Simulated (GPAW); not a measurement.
# A GW chain in GPAW: MoS2 (P6_3/mmc)

How does a plane-wave GW calculation on MoS2 (P6_3/mmc) run from the first input to the gap?

Main program and level: GPAW 26.7.0; LDA and many-body steps on it, plane waves.

The database entry behind the starting cell differs from later determinations by our own check (about 0.3 % long), so it need not match the best structure at ambient conditions.

### 1. Set-up

It takes space group P6_3/mmc (No. 194, hexagonal). Conventional cell: a = 3.169 Å, b = 3.169 Å, c = 12.324 Å, α = 90.00°, β = 90.00°, γ = 120.00°. Nearest to Mo lie 6 S at 2.41 Å. Nearest to S lie 3 Mo at 2.41 Å. Farther neighbours and most contacts between anions are not listed.

The cell and positions come from the Crystallography Open Database and are kept as given unless a step says otherwise.

### 2. Ground state

This step: GPAW 26.7.0; DFT, LDA, plane waves, PAW.

The ground-state density comes first.

Contents of run.py:

```python
import json
import numpy as np
from gpaw.mpi import world
from ase import Atoms
from gpaw import GPAW, PW, FermiDirac

atoms = Atoms(['Mo', 'Mo', 'S', 'S', 'S', 'S'],
    cell=[[3.1690000000, 0.0000000000, 0.0000000000],
      [-1.5845000000, 2.7444345046, 0.0000000000],
      [0.0000000000, 0.0000000000, 12.3240000000]],
    scaled_positions=[[0.3333333333, 0.6666666667, 0.2500000000],
      [0.6666666667, 0.3333333333, 0.7500000000],
      [0.3333333333, 0.6666666667, 0.6230000000],
      [0.6666666667, 0.3333333333, 0.1230000000],
      [0.3333333333, 0.6666666667, 0.8770000000],
      [0.6666666667, 0.3333333333, 0.3770000000]],
    pbc=(True, True, True))
calc = GPAW(mode=PW(450),
    xc='LDA',
    kpts={'size': (9, 9, 2), 'gamma': True},
    occupations=FermiDirac(0.001),
    nbands=-9,
    convergence={'density': 1e-6, 'bands': -3},
    maxiter=100,
    txt='gs.txt')
atoms.calc = calc
res = {'energy': atoms.get_potential_energy()}
kpts = calc.get_ibz_k_points()
res['kpts'] = kpts
res['eigenvalues'] = [calc.get_eigenvalues(kpt=k) for k in range(len(kpts))]
res['n_electrons'] = calc.get_number_of_electrons()
calc.write('gs.gpw')

if world.rank == 0:
    with open('result.json', 'w') as f:
        json.dump(res, f, default=lambda x: x.tolist())
```

On the command line:

```
$ mpirun -n 4 gpaw python run.py
```

Numbers of over 12 decimals in the logs are rounded to 6 here.

What it wrote:

```text
__  _  _
 | _ |_)|_||  |
 |__||  | ||/\| - 26.7.0

Input parameters:
  mode=PW(ecut=450.000000),
  convergence={'density': 1e-06, 'bands': -3},
  kpts=MonkhorstPack(size=(9, 9, 2), gamma=True),
  maxiter=100,
  nbands=-9,
  occupations=Occupations(name='fermi-dirac', width=0.001, fixmagmom=False),
  xc=XC(name='LDA')
  [... matrices ...]
Diagonalizing LCAO Hamiltonian
Converting LCAO to pw mode

        S

           Mo
        S

           S
        Mo

           S

Atoms  # Å, Bohr magnetons
|   | symbol |         x |        y |         z |    initial magnetic moments |
| 0 |     Mo | -0.000000 | 1.829623 |  3.081000 | ( 0.0000,  0.0000,  0.0000) |
| 1 |     Mo |  1.584500 | 0.914812 |  9.243000 | ( 0.0000,  0.0000,  0.0000) |
| 2 |      S | -0.000000 | 1.829623 |  7.677852 | ( 0.0000,  0.0000,  0.0000) |
| 3 |      S |  1.584500 | 0.914812 |  1.515852 | ( 0.0000,  0.0000,  0.0000) |
| 4 |      S | -0.000000 | 1.829623 | 10.808148 | ( 0.0000,  0.0000,  0.0000) |
| 5 |      S |  1.584500 | 0.914812 |  4.646148 | ( 0.0000,  0.0000,  0.0000) |

Unit cell  # Å
| periodic |         x |        y |         z |   lengths |     angles |
|      yes |  3.169000 | 0.000000 |  0.000000 |  3.169000 |  90.000000 |
|      yes | -1.584500 | 2.744435 |  0.000000 |  3.169000 |  90.000000 |
|      yes |  0.000000 | 0.000000 | 12.324000 | 12.324000 | 120.000000 |

Number of symmetries: 12
Symmetry operations  # r_c * U_cc + t_c -> r_c
|    | kind |            matrix            |
|  0 |  σ   |  1, 1, 0,  0,-1, 0,  0, 0, 1 |
|  1 |  S6  |  1, 1, 0, -1, 0, 0,  0, 0,-1 |
|  2 |  E   |  1, 0, 0,  0, 1, 0,  0, 0, 1 |
|  3 |  C2  |  1, 0, 0, -1,-1, 0,  0, 0,-1 |
|  4 |  C2  |  0, 1, 0,  1, 0, 0,  0, 0,-1 |
|  5 |  C3  |  0, 1, 0, -1,-1, 0,  0, 0, 1 |
|  6 |  S6  |  0,-1, 0,  1, 1, 0,  0, 0,-1 |
|  7 |  σ   |  0,-1, 0, -1, 0, 0,  0, 0, 1 |
|  8 |  σ   | -1, 0, 0,  1, 1, 0,  0, 0, 1 |
|  9 |  i   | -1, 0, 0,  0,-1, 0,  0, 0,-1 |
| 10 |  C3  | -1,-1, 0,  1, 0, 0,  0, 0, 1 |
| 11 |  C2  | -1,-1, 0,  0, 1, 0,  0, 0,-1 |

BZ-sampling:
  Number of BZ points: 162
  Number of IBZ points: 24

  Monkhorst-Pack size: [9, 9, 2]
  Monkhorst-Pack shift: [0.0, 0.0, 0.25]

K-points  # in reciprocal-cell coordinates
|     |                                coordinates |     weight |
|   0 | (  0.00000000,   0.00000000,   0.00000000) | 0.00617284 |
|   1 | (  0.00000000,   0.00000000,   0.50000000) | 0.00617284 |
|   2 | (  0.11111111,   0.00000000,   0.00000000) | 0.03703704 |
|   3 | (  0.11111111,   0.00000000,   0.50000000) | 0.03703704 |
|   4 | (  0.22222222,  -0.11111111,   0.00000000) | 0.03703704 |
|   5 | (  0.22222222,  -0.11111111,   0.50000000) | 0.03703704 |
|   6 | (  0.22222222,   0.00000000,   0.00000000) | 0.03703704 |
|   7 | (  0.22222222,   0.00000000,   0.50000000) | 0.03703704 |
|   8 | (  0.33333333,  -0.11111111,   0.00000000) | 0.07407407 |
|   9 | (  0.33333333,  -0.11111111,   0.50000000) | 0.07407407 |
| ... |                                            |            |
|  23 | (  0.44444444,   0.44444444,   0.50000000) | 0.03703704 |

Plane wave coefficients: 2382
Cutoff: 450.000000 eV

Spin-components: 1 (collinear spins)
Bands:           35
Projectors:      32
Spin-degeneracy: 2
Datatype:        complex128

  Storage: CPU
  Wave functions: 31_543_680 bytes (7_885_920 per core)
  Projectors: 23_432_448 bytes (5_858_112 per core)
  [... matrices ...]
Parallelization:
  kpt:    4
  domain: 1
  band:   1

Density:
  Valence electrons: 52.0
  Components: 1
  Grid points: [16 16 63]
  Charge: 0.0  # |e|

Potential:
  Grid points: [16 16 63]

species:
  Mo:
    name:    Molybdenum
    Z:       42.0
    valence: 14
    core:    28
    charge:  0.0  # [|e|]
    compensation charges:
      type: gauss
      rc: 0.38  # [Å]
      lmax: 2
    cutoffs:
      filter: 2.16  # [Å]
      core: 1.42  # [Å]
    projectors
    | kind |    occ | energy [eV] | rcut [Å] |
    |   4s |  2.000 |     -64.384 |    1.238 |
    |   5s |  1.000 |      -4.319 |    1.238 |
    |   4p |  6.000 |     -38.595 |    1.296 |
    |   5p |  0.000 |      -1.161 |    1.296 |
    |   4d |  5.000 |      -3.933 |    1.296 |
    |    d |        |      23.278 |    1.296 |

    Using partial waves for Mo as LCAO basis

  S:
    name:    Sulfur
    Z:       16.0
    valence: 6
    core:    10
    charge:  0.0  # [|e|]
    compensation charges:
      type: gauss
      rc: 0.24  # [Å]
      lmax: 2
    cutoffs:
      filter: 1.77  # [Å]
      core: 1.66  # [Å]
    projectors
    | kind |    occ | energy [eV] | rcut [Å] |
    |   3s |  2.000 |     -17.278 |    0.974 |
    |   3p |  4.000 |      -7.106 |    0.979 |
    |    s |        |       9.933 |    0.974 |
    |    p |        |      20.105 |    0.979 |
    |    d |        |       0.000 |    0.900 |

    Using partial waves for S as LCAO basis

Reference energy: -263337.961849  # eV

eigensolver:
  PPCG
  Converge bands: -3
  niter=2

density mixing:
  MSR1-Mixer
  Pratt-step length: 0.05
  Maximum mixing coefficient: 0.75
  Old densities: 10
  SVD Regularization: 0.005
  Good broyden scale: 1.0
  Trust region scale: 1.0
  Backstep threshold: 4.0
  History deletion threshold: 6.0
  Fourier metric: weight=20.0, sigma=0.015

occupation numbers:
  Fermi-Dirac:
    width: 0.0010  # eV

poisson solver:
  ecut: 3600.000000  # eV

xc functional:
  name: None

Initialization done in: 1.191 s

convergence criteria:
- Maximum integral of absolute [dens]ity change: 1e-06 electrons / valence electron
- Maximum [total energy] change in last 3 cyles: 0.0005 eV / valence electron
- Maximum integral of absolute [eigenst]ate change: 4e-08 eV^2 / valence electron
maximum number of iterations: 100

SCF iterations
|iter     |     time |      energy | eigst |  dens |
|iter:   1|  |  -52.812625 | +0.70 |       |
|iter:   2|  |  -51.820051 | -0.86 | -0.99 |
|iter:   3|  |  -49.742256 | -0.78 | -1.06 |
|iter:   4|  |  -49.619046 | -1.61 | -1.48 |
|iter:   5|  |  -49.614209 | -2.45 | -1.84 |
|iter:   6|  |  -49.623876c| -2.18 | -2.25 |
|iter:   7|  |  -49.604954c| -2.40 | -2.27 |
|iter:   8|  |  -49.604956c| -4.12 | -3.12 |
|iter:   9|  |  -49.604956c| -5.65 | -3.53 |
|iter:  10|  |  -49.604956c| -6.77 | -4.29 |
|iter:  11|  |  -49.604956c| -7.48c| -4.80 |
|iter:  12|  |  -49.604956c| -8.12c| -5.39 |
|iter:  13|  |  -49.604956c| -8.62c| -6.22c|

Converged in 13 steps
SCF loop duration: 7.872 s (0.606 s/step)
Energy contributions relative to reference atoms: (reference = -263337.961849)
  [... matrices ...]
Energy contributions:
  Kinetic:          -7.858439
  Coulomb:          -4.887960
  Zero:             -0.332906
  External:          0.000000
  Xc:              -36.525651
  Entropy:          -0.000000
  Spinorbit:         0.000000
  ----------------------------
  Free energy:     -49.604956
  Extrapolated:    -49.604956

dipole moment: (0.000001, 0.000002, 0.000007)  # |e|*Ang

Fermi level: 8.782
Eigenvalues  # (at kpt = [0.000, 0.000, 0.000])
| band index |      eig [eV] | occ [0-2] |
|          0 |       -53.474 |     2.000 |
|        ... |               |           |
|         18 |         4.693 |     2.000 |
|         19 |         5.777 |     2.000 |
|         20 |         5.777 |     2.000 |
|         21 |         5.824 |     2.000 |
|         22 |         5.824 |     2.000 |
|         23 |         6.750 |     2.000 |
|         24 |         6.787 |     2.000 |
|         25 |         7.947 |     2.000 |
|         26 |        10.024 |     0.000 |
[...]
|         30 |        10.200 |     0.000 |
|         31 |        10.200 |     0.000 |
|         32 |        10.375 |     0.000 |
|         33 |        10.375 |     0.000 |
|         34 |        13.372 |     0.000 |

Gap: 0.887 eV
Transition (v -> c):
  (s=0, k=0, n=25, [0.00, 0.00, 0.00]) -> (s=0, k=8, n=26, [0.33, -0.11, 0.00])
Direct/indirect transitions are different
Direct gap: 1.636 eV
Transition at: (s=0, k=12, n=25, [0.33, 0.33, 0.00])
# Writing to gs.gpw (mode='')
  [... matrices ...]
```

The job ended after 10 s (4 MPI ranks of Arm Neoverse V2, shared host; peak memory 0.75 GiB; 42 s of CPU time).

This step gave:

```
total energy               : -49.60 eV
gap                        : 0.8869 eV
k of the valence top       : 0, 0, 0
k of the conduction bottom : 0.3333, -0.1111, 0
least direct gap           : 1.636 eV
```

The gap is indirect, with the least direct gap 0.75 eV higher.

### 3. Bands along the symmetry lines

The cheap functional maps the bands first; the places of the edges decide which points the dearer methods must see.

Contents of run.py:

```python
import json
import numpy as np
from gpaw.mpi import world
from gpaw import GPAW

path = [[0.000000, 0.000000, 0.000000],
    [0.062500, 0.000000, 0.000000],
    [0.125000, 0.000000, 0.000000],
    [0.187500, 0.000000, 0.000000],
    [0.250000, 0.000000, 0.000000],
    [0.312500, 0.000000, 0.000000],
    [0.375000, 0.000000, 0.000000],
    [0.437500, 0.000000, 0.000000],
    [0.500000, 0.000000, 0.000000],
    [0.479167, 0.041667, 0.000000],
    [0.458333, 0.083333, 0.000000],
    [0.437500, 0.125000, 0.000000],
    [0.416667, 0.166667, 0.000000],
    [0.395833, 0.208333, 0.000000],
    [0.375000, 0.250000, 0.000000],
    [0.354167, 0.291667, 0.000000],
    [0.333333, 0.333333, 0.000000],
    [0.291667, 0.291667, 0.000000],
    [0.250000, 0.250000, 0.000000],
    [0.208333, 0.208333, 0.000000],
    [0.166667, 0.166667, 0.000000],
    [0.125000, 0.125000, 0.000000],
    [0.083333, 0.083333, 0.000000],
    [0.041667, 0.041667, 0.000000],
    [0.000000, 0.000000, 0.000000],
    [0.000000, 0.000000, 0.062500],
    [0.000000, 0.000000, 0.125000],
    [0.000000, 0.000000, 0.187500],
    [0.000000, 0.000000, 0.250000],
    [0.000000, 0.000000, 0.312500],
    [0.000000, 0.000000, 0.375000],
    [0.000000, 0.000000, 0.437500],
    [0.000000, 0.000000, 0.500000],
    [0.062500, 0.000000, 0.500000],
    [0.125000, 0.000000, 0.500000],
    [0.187500, 0.000000, 0.500000],
    [0.250000, 0.000000, 0.500000],
    [0.312500, 0.000000, 0.500000],
    [0.375000, 0.000000, 0.500000],
    [0.437500, 0.000000, 0.500000],
    [0.500000, 0.000000, 0.500000],
    [0.479167, 0.041667, 0.500000],
    [0.458333, 0.083333, 0.500000],
    [0.437500, 0.125000, 0.500000],
    [0.416667, 0.166667, 0.500000],
    [0.395833, 0.208333, 0.500000],
    [0.375000, 0.250000, 0.500000],
    [0.354167, 0.291667, 0.500000],
    [0.333333, 0.333333, 0.500000],
    [0.291667, 0.291667, 0.500000],
    [0.250000, 0.250000, 0.500000],
    [0.208333, 0.208333, 0.500000],
    [0.166667, 0.166667, 0.500000],
    [0.125000, 0.125000, 0.500000],
    [0.083333, 0.083333, 0.500000],
    [0.041667, 0.041667, 0.500000],
    [0.000000, 0.000000, 0.500000],
    [0.500000, 0.000000, 0.500000],
    [0.500000, 0.000000, 0.437500],
    [0.500000, 0.000000, 0.375000],
    [0.500000, 0.000000, 0.312500],
    [0.500000, 0.000000, 0.250000],
    [0.500000, 0.000000, 0.187500],
    [0.500000, 0.000000, 0.125000],
    [0.500000, 0.000000, 0.062500],
    [0.500000, 0.000000, 0.000000],
    [0.333333, 0.333333, 0.500000],
    [0.333333, 0.333333, 0.437500],
    [0.333333, 0.333333, 0.375000],
    [0.333333, 0.333333, 0.312500],
    [0.333333, 0.333333, 0.250000],
    [0.333333, 0.333333, 0.187500],
    [0.333333, 0.333333, 0.125000],
    [0.333333, 0.333333, 0.062500],
    [0.333333, 0.333333, 0.000000]]
calc = GPAW('gs.gpw').fixed_density(kpts=path,
    symmetry='off',
    nbands=36,
    convergence={'bands': 32},
    txt='bands.txt')
res = {}
kpts = calc.get_ibz_k_points()
res['kpts'] = kpts
res['eigenvalues'] = [calc.get_eigenvalues(kpt=k) for k in range(len(kpts))]
res['n_electrons'] = calc.get_number_of_electrons()

if world.rank == 0:
    with open('result.json', 'w') as f:
        json.dump(res, f, default=lambda x: x.tolist())
```

On the command line:

```
$ mpirun -n 4 gpaw python run.py
```

What it wrote:

```text
Diagonalizing LCAO Hamiltonian
Converting LCAO to pw mode
convergence criteria:
- Maximum integral of absolute [eigenst]ate change: 4e-08 eV^2 / valence electron
maximum number of iterations: 100

SCF iterations
|iter     |     time |      energy | eigst |  dens |
|iter:   1|  |             | +0.54 |       |
|iter:   2|  |             | -0.79 |       |
|iter:   3|  |             | -1.87 |       |
[...]
|iter:   9|  |             | -6.56 |       |
|iter:  10|  |             | -7.17 |       |
|iter:  11|  |             | -7.82c|       |
SCF steps: 11
  __  _  _
 | _ |_)|_||  |
 |__||  | ||/\| - 26.7.0

Input parameters:
  mode=PW(ecut=450.000000),
  convergence={'bands': 32},
  gpts=array([16, 16, 63]),
  kpts=KPoints(kpts=array([[0.      , 0.      , 0.      ],
         [0.0625  , 0.      , 0.      ],
         [0.125   , 0.      , 0.      ],
         [0.1875  , 0.      , 0.      ],
[...]
[0.479167, 0.041667, 0.      ],
         [0.458333, 0.083333, 0.      ],
[...]
[0.416667, 0.166667, 0.      ],
[...]
[0.5     , 0.      , 0.0625  ],
         [0.5     , 0.      , 0.      ],
[...]
[0.333333, 0.333333, 0.125   ],
         [0.333333, 0.333333, 0.0625  ],
         [0.333333, 0.333333, 0.      ]])),
  maxiter=100,
  nbands=36,
  occupations=Occupations(name='fermi-dirac', width=0.001, fixmagmom=False),
  parallel={},
  symmetry=Symmetry(point_group=False, time_reversal=False),
  xc=XC(name='LDA')
```

Run time: 24 s. Hardware: 4 MPI ranks; peak memory 0.89 GiB.

Numbers from this step:

- gap: 0.8093 eV
- k of the valence top: 0, 0, 0
- k of the conduction bottom: 0.1667, 0.1667, 0
- least direct gap: 1.636 eV

The gap is 0.809 eV, −0.078 eV from the run before at this level.

The electronic bands at the labelled points (eV, zero at the top of the highest filled band):

| point | band 23 | band 24 | band 25 | band 26 | band 27 | band 28 | band 29 | band 30 |
| --- | --- | --- | --- | --- | --- | --- | --- | --- |
| Γ | -2.12 | -1.20 | -1.16 | 0.00 | 2.08 | 2.08 | 2.11 | 2.11 |
| halfway | -2.31 | -1.58 | -1.51 | -1.38 | 1.14 | 1.57 | 1.78 | 1.99 |
| M | -1.72 | -1.52 | -1.42 | -1.29 | 1.55 | 1.60 | 1.93 | 2.21 |
| halfway | -2.76 | -2.32 | -1.12 | -0.92 | 1.40 | 1.51 | 2.23 | 2.32 |
| K | -2.66 | -2.66 | -0.80 | -0.63 | 1.01 | 1.01 | 1.73 | 2.78 |
| halfway | -1.79 | -1.56 | -1.50 | -1.47 | 0.81 | 1.59 | 1.67 | 1.72 |
| Γ | -2.12 | -1.20 | -1.16 | 0.00 | 2.08 | 2.08 | 2.11 | 2.11 |
| halfway | -2.13 | -1.86 | -0.64 | -0.06 | 2.08 | 2.08 | 2.10 | 2.10 |
| A | -2.15 | -2.15 | -0.27 | -0.27 | 2.08 | 2.08 | 2.08 | 2.08 |
| halfway | -2.05 | -2.05 | -1.39 | -1.39 | 1.49 | 1.49 | 1.66 | 1.66 |
| L | -1.62 | -1.62 | -1.34 | -1.34 | 1.57 | 1.57 | 2.08 | 2.08 |
| halfway | -2.58 | -2.58 | -1.01 | -1.01 | 1.46 | 1.46 | 2.27 | 2.27 |
| H | -2.84 | -2.84 | -0.73 | -0.73 | 1.01 | 1.01 | 2.22 | 2.22 |
| halfway | -1.74 | -1.74 | -1.48 | -1.48 | 1.15 | 1.15 | 1.77 | 1.77 |
| A | -2.15 | -2.15 | -0.27 | -0.27 | 2.08 | 2.08 | 2.08 | 2.08 |
| jump to L | -1.62 | -1.62 | -1.34 | -1.34 | 1.57 | 1.57 | 2.08 | 2.08 |
| halfway | -1.69 | -1.55 | -1.39 | -1.30 | 1.56 | 1.59 | 1.98 | 2.17 |
| M | -1.72 | -1.52 | -1.42 | -1.29 | 1.55 | 1.60 | 1.93 | 2.21 |
| jump to H | -2.84 | -2.84 | -0.73 | -0.73 | 1.01 | 1.01 | 2.22 | 2.22 |
| halfway | -2.74 | -2.74 | -0.78 | -0.66 | 1.01 | 1.01 | 1.87 | 2.62 |
| K | -2.66 | -2.66 | -0.80 | -0.63 | 1.01 | 1.01 | 1.73 | 2.78 |

### 4. Empty states on the mesh, 6×6×2 mesh, 698 bands

The sums over transitions need many empty states on a uniform mesh; this step solves for them.

Contents of run.py:

```python
import json
import numpy as np
from gpaw.mpi import world
from gpaw import GPAW

calc = GPAW('gs.gpw').fixed_density(kpts={'size': (6, 6, 2), 'gamma': True},
    parallel={'domain': 1, 'band': 1},
    txt='nscf.txt')
calc.diagonalize_full_hamiltonian(nbands=698)
calc.write('full.gpw', mode='all')
res = {}
kpts = calc.get_ibz_k_points()
res['kpts'] = kpts
res['eigenvalues'] = [calc.get_eigenvalues(kpt=k) for k in range(len(kpts))]
res['n_electrons'] = calc.get_number_of_electrons()

if world.rank == 0:
    with open('result.json', 'w') as f:
        json.dump(res, f, default=lambda x: x.tolist())
```

On the command line:

```
$ mpirun -n 4 gpaw python run.py
```

What it wrote:

```text
Diagonalizing LCAO Hamiltonian
Converting LCAO to pw mode
convergence criteria:
- Maximum integral of absolute [eigenst]ate change: 4e-08 eV^2 / valence electron
maximum number of iterations: 100

SCF iterations
|iter     |     time |      energy | eigst |  dens |
|iter:   1|  |             | +0.56 |       |
|iter:   2|  |             | -0.80 |       |
|iter:   3|  |             | -1.84 |       |
[...]
|iter:   9|  |             | -6.50 |       |
|iter:  10|  |             | -7.04 |       |
|iter:  11|  |             | -7.65c|       |
SCF steps: 11
  __  _  _
 | _ |_)|_||  |
 |__||  | ||/\| - 26.7.0

Input parameters:
  mode=PW(ecut=450.000000),
  convergence={'density': 1e-06, 'bands': -3},
  gpts=array([16, 16, 63]),
  kpts=MonkhorstPack(size=(6, 6, 2), gamma=True),
  maxiter=100,
  nbands=35,
  occupations=Occupations(name='fermi-dirac', width=0.001, fixmagmom=False),
  parallel={'domain': 1, 'band': 1},
  xc=XC(name='LDA')
Matrix size: 2382x2382
# Writing to full.gpw (mode='all')
  [... matrices ...]

timing:  # [seconds]
  Total: 49.579  # ━━━━━━━━━━━━━━━━━━━━━━━━━━━━━━━━━━━━━━━━━━━━━━━━━━━━━━━━━━
```

Run time: 57 s. Hardware: 4 MPI ranks; peak memory 2.7 GiB; 3.8 min of CPU time.

This step gave:

```
gap                                                           : 0.8093 eV
k of the valence top                                          : 0, 0, 0
k of the conduction bottom                                    : 0.3333, -0.1667, 0
least direct gap                                              : 1.636 eV
k points computed                                             : 14
lowest point of the top converged band, above the valence top : 182.4720 eV
```

On this mesh the gap is 0.809 eV.

[end of part 1 of 2]

[Paths, hosts, dates, memory and timing lines, banners, echoed tables and standing remarks are left out of the program output.]

[Logs are printed without paths, hosts, clocks, repeated set-up lines and the standing remarks that a program may print on its own settings, such as how far it seeks lower states.]

[Runs of the session that timed out or met a known fault of the program may be left out.]

[Hosts, paths, dates, database ids (printed as entryN), source tags and the programs' standing remarks are cut or masked in the printed files.]
